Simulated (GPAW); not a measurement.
# H/Cu(100): work function by functional and basis, part 2 of 2

Aim: the work function of both faces of H/Cu(100), and its spread over functionals and bases.

GPAW 26.7.0; GPAW, PAW setups; slab in vacuum, relaxation (the session's first sound run).

So far, upper work function (eV): step 2 (relaxing the atoms, PBE, GPAW) 4.37; step 3 (plane waves, PBE) 4.37; step 4 (self-consistent run: xc = "RPBE") 4.21; step 5 (self-consistent run: xc = "vdW-DF2", GPAW, PAW setups, GPAW) 4.67; step 6 (self-consistent run: xc = "revPBE") 4.23.

## Step 7: OptPBE vdW: xc = "optPBE-vdW"

The same geometry under optPBE-vdW, to see how far the functional moves the levels against the vacuum (the van der Waals functionals take revPBE setups).

The input, run.py:

```python
import json
import numpy as np
from ase import Atoms
from gpaw import GPAW, PW

slab = Atoms(
    ['Cu', 'Cu', 'Cu', 'Cu', 'H'],
    positions=[
        [1.27633, 1.27633, 7.00000],
        [0.00000, 0.00000, 8.80500],
        [1.27633, 1.27633, 10.63826],
        [-0.00000, 0.00000, 12.61620],
        [1.27633, 1.27633, 13.09717]],
    cell=[[2.55266, 0.0, 0.0], [0.0, 2.55266, 0.0], [0.0, 0.0, 19.915]],
    pbc=[True, True, False])

slab.calc = GPAW(mode=PW(500), xc='optPBE-vdW', kpts={'size': (12, 12, 1), 'gamma': True},
                 occupations={'name': 'fermi-dirac', 'width': 0.1}, nbands='160%',
                 convergence={'density': 1e-05}, maxiter=200,
                 poissonsolver={'dipolelayer': 'xy'},
                 symmetry={'tolerance': 1e-3}, txt='slab.txt')
result = {}
energy = slab.get_potential_energy()
fermi = slab.calc.get_fermi_level()
v = slab.calc.get_electrostatic_potential().mean((0, 1)) - fermi
n = slab.calc.get_pseudo_density().mean((0, 1))
L = slab.cell[2, 2]
z = np.arange(len(v)) * L / len(v)
low, high = slab.positions[:, 2].min(), slab.positions[:, 2].max()
below, above = np.interp([low - 4.8, high + 4.8], z, v)
slopes = [np.interp(x, z, np.gradient(v, z)) for x in (low - 4.8, high + 4.8)]
eps = np.array([[slab.calc.get_eigenvalues(k, s) for k in range(len(slab.calc.get_ibz_k_points()))]
                for s in range(slab.calc.get_number_of_spins())]) - fermi
top, bottom = eps[eps < 0].max(), eps[eps > 0].min()
dipole = slab.get_dipole_moment()[2]
print(f'energy {energy:.4f} eV, Fermi level {fermi:.4f} eV, dipole {dipole:.5f} e A')
print(f'potential 4.8 A off the faces, from the Fermi level: lower {below:.4f} eV, upper {above:.4f} eV')
print(f'slope of the potential there: lower {slopes[0]:.5f}, upper {slopes[1]:.5f} eV/A')
print(f'nearest levels on the mesh: {top:.4f} and {bottom:.4f} eV')
print('magnetic moment', round(slab.get_magnetic_moment(), 3))
result.update(energy=energy, fermi=fermi, dipole=dipole, below=below, above=above, slopes=slopes, edges=[top, bottom],
              z=z.tolist(), v=v.tolist(), n=n.tolist(), positions=slab.positions.tolist(),
              forces=slab.get_forces(apply_constraint=False).tolist(), moments=slab.get_magnetic_moments().tolist())
json.dump(result, open('result.json', 'w'))
```

The run is started by

```console
> OMP_NUM_THREADS=1 OPENBLAS_NUM_THREADS=1 python run.py
```

The job ended after 2.3 min (1 thread of Arm Neoverse V1, shared host; peak memory 0.34 GiB).

This step gave:

```
dipole along the normal                    : 0.006188 e·Å
levels nearest the Fermi level on the mesh : -0.09504, 0.01406 eV from the Fermi level
upper work function                        : 4.528 eV
lower work function                        : 4.700 eV
```

The upper face's work function is 4.528 eV, against 4.370 eV in the first plane-wave PBE run at this geometry.

## Step 8: Self-consistent run: xc = "LDA"

The same geometry under LDA, to see how far the functional moves the levels against the vacuum.

run.py, as its differences from that of step 7:

```diff
@@ -16,3 +16,3 @@
 
-slab.calc = GPAW(mode=PW(500), xc='optPBE-vdW', kpts={'size': (12, 12, 1), 'gamma': True},
+slab.calc = GPAW(mode=PW(500), xc='LDA', kpts={'size': (12, 12, 1), 'gamma': True},
                  occupations={'name': 'fermi-dirac', 'width': 0.1}, nbands='160%',
```

Wall time 2.1 min (1 thread); peak memory 0.23 GiB.

Numbers from this step:

* dipole along the normal: 0.006812 e·Å
* levels nearest the Fermi level on the mesh: -0.01851, 4.64e-4 eV from the Fermi level
* upper work function: 4.722 eV
* lower work function: 4.911 eV

The electrostatic potential energy of an electron (without an applied field's), less the Fermi level, planar mean oscillates, so the rows of the table below give means over windows of 1 Å about each position, cut where the curve ends. Its maxima inside the range that stand out by 2 % of the span (Å: eV): 7.9: -1.09, 9.8: -0.917, 11.6: -0.201. Its minima: 7.0: -15.4, 8.8: -15.7, 10.6: -15.6, 12.6: -17.3.

Electrostatic potential energy of an electron (without an applied field's), less the Fermi level, planar mean against z; means over each step:

z (Å), electrostatic potential energy of an electron (without an applied field's), less the Fermi level, planar mean (eV) and a bar from the least value:
```
        0        4.9 ##############################
        1        4.9 ##############################
        2        4.9 ##############################
        3        4.9 ##############################
        4        4.9 ##############################
        5        4.6 ##############################
        6        1.3 #######################
        7      -11.3 
        8       -3.7 ##############
        9      -10.7 #
       10       -5.0 ############
       11       -8.7 #####
       12       -5.4 ###########
       13      -10.9 #
       14        2.9 ##########################
       15        4.6 #############################
       16        4.7 ##############################
       17        4.7 ##############################
       18        4.7 ##############################
       19        4.7 ##############################
```

The upper face's work function is 4.722 eV, against 4.370 eV in the first plane-wave PBE run at this geometry.

## Step 9: Real-space grid: mode = "fd"

A real-space grid is a second complete basis, so it checks the plane-wave result.

run.py, as its differences from that of step 8:

```diff
@@ -3,3 +3,3 @@
 from ase import Atoms
-from gpaw import GPAW, PW
+from gpaw import GPAW
 
@@ -16,3 +16,3 @@
 
-slab.calc = GPAW(mode=PW(500), xc='LDA', kpts={'size': (12, 12, 1), 'gamma': True},
+slab.calc = GPAW(mode='fd', h=0.18, xc='PBE', kpts={'size': (12, 12, 1), 'gamma': True},
                  occupations={'name': 'fermi-dirac', 'width': 0.1}, nbands='160%',
```

Elapsed: 9.3 min, on 1 thread; peak memory 0.86 GiB.

Numbers from this step:

```yaml
dipole_along_the_normal: 0.006394 e·Å
levels_nearest_the_fermi_level_on_the_mesh: -0.009842, 0.004077 eV from the Fermi level
upper_work_function: 4.368 eV
lower_work_function: 4.546 eV
```

Electrostatic potential energy of an electron (without an applied field's), less the Fermi level, planar mean against z:

z (Å), electrostatic potential energy of an electron (without an applied field's), less the Fermi level, planar mean (eV) and a bar from the least value:
```
      0.0        4.5 ##############################
      0.5        4.5 ##############################
      1.0        4.5 ##############################
      1.5        4.5 ##############################
      2.0        4.5 ##############################
      2.5        4.5 ##############################
      3.0        4.5 ##############################
      3.5        4.5 ##############################
      4.0        4.5 ##############################
      4.5        4.5 ##############################
      5.0        4.3 ##############################
      5.5        3.8 #############################
      6.0        1.7 ##########################
      6.5       -5.6 ###############
      7.0      -15.7 #
      7.5       -6.0 ###############
      8.0       -1.9 #####################
      8.5      -11.2 #######
      9.0      -13.8 ####
      9.5       -2.7 ####################
     10.0       -3.5 ##################
     10.5      -14.8 ##
     11.0       -9.5 ##########
     11.5       -0.9 ######################
     12.0       -4.0 ##################
     12.5      -16.3 
     13.0      -12.6 #####
     13.5       -1.0 ######################
     14.0        3.1 ############################
     14.5        4.0 #############################
     15.0        4.3 ##############################
     15.5        4.3 ##############################
     16.0        4.4 ##############################
     16.5        4.4 ##############################
     17.0        4.4 ##############################
     17.5        4.4 ##############################
     18.0        4.4 ##############################
     18.5        4.4 ##############################
     19.0        4.4 ##############################
     19.5        4.4 ##############################
```

The upper face's work function is 4.368 eV, against 4.370 eV in the first plane-wave PBE run at this geometry.

## Step 10: Atomic orbitals: mode = "lcao"

Atom-centred orbitals end a few angstrom from the surface, which tests how much the density's tail matters.

run.py, as its differences from that of step 9:

```diff
@@ -16,4 +16,4 @@
 
-slab.calc = GPAW(mode='fd', h=0.18, xc='PBE', kpts={'size': (12, 12, 1), 'gamma': True},
-                 occupations={'name': 'fermi-dirac', 'width': 0.1}, nbands='160%',
+slab.calc = GPAW(mode='lcao', basis='dzp', h=0.18, xc='PBE', kpts={'size': (12, 12, 1), 'gamma': True},
+                 occupations={'name': 'fermi-dirac', 'width': 0.1}, nbands='120%',
                  convergence={'density': 1e-05}, maxiter=200,
```

The job ended after 4 min (1 thread; peak memory 0.28 GiB).

Numbers from this step:

* dipole along the normal: 0.005932 e·Å
* levels nearest the Fermi level on the mesh: -0.04212, 0.03044 eV from the Fermi level
* upper work function: 4.092 eV
* lower work function: 4.256 eV

The upper face's work function is 4.092 eV, against 4.370 eV in the first plane-wave PBE run at this geometry.

## Step 11: All levels side by side

Times are for 1 thread of Arm Neoverse V1, shared host. The series side by side:

```csv
no.,run,upper work function (eV),lower work function (eV),time,memory (GiB)
1,pw,4.370,4.548,2.2 min,0.23
2,RPBE,4.215,4.371,1.8 min,0.23
3,vdW DF2,4.666,4.898,2.1 min,0.34
4,revPBE,4.231,4.395,1.8 min,0.23
5,optPBE vdW,4.528,4.700,2.3 min,0.34
6,LDA,4.722,4.911,2.1 min,0.23
7,fd,4.368,4.546,9.3 min,0.86
8,lcao,4.092,4.256,4 min,0.28
```

## Step 12: Side by side

Results and costs are gathered.

This step: comparison of work functions, dipole and cost (GPAW 26.7.0).

Ladder, by row:

```
      step  code  work function, upper (eV)  work function, lower (eV)  dipole (e Å)  wall time (s)  peak memory (GiB)  threads
        pw  GPAW                       4.37                      4.548      0.006404          129.9               0.23        1
      RPBE  GPAW                      4.215                      4.371      0.005621          106.8               0.23        1
   vdW-DF2  GPAW                      4.666                      4.898      0.008344          124.7               0.34        1
    revPBE  GPAW                      4.231                      4.395      0.005913          106.3               0.23        1
optPBE-vdW  GPAW                      4.528                        4.7      0.006188          139.5               0.34        1
       LDA  GPAW                      4.722                      4.911      0.006812          128.1               0.23        1
        fd  GPAW                      4.368                      4.546      0.006394          555.1               0.86        1
      lcao  GPAW                      4.092                      4.256      0.005932          242.5               0.28        1
```

## Step 13: Results

```json
{"work function, upper and lower face": "4.370 and 4.548 eV", "dipole along the normal": "0.00640 e Å"}
```

What this shows: With plane waves and PBE the work function is 4.37 eV on the upper face and 4.55 eV on the lower. The two faces differ by 0.18 eV, the step that the slab's dipole makes (e p/(ε0 A) gives 0.18 eV), so the dipole layer is needed. Over the sound runs of the table the upper face's work function spans 4.092 (lcao) to 4.722 eV (LDA). Atomic orbitals miss the plane-wave value by -0.28 eV, since they describe the tail of the density in the vacuum poorly. The cell of 6.52 Å² holds one H, started on one chosen site; other sites and coverages weren't tried. The in-plane lattice was kept as typed, which isn't the functional's own and leaves some strain; spin-orbit coupling and temperature are left out.

[Logs are printed without paths, hosts, clocks, repeated set-up lines and the standing remarks that a program may print on its own settings, such as how far it seeks lower states.]

[Hosts, paths, dates, database ids (printed as entryN), source tags and the programs' standing remarks are cut or masked in the printed files.]
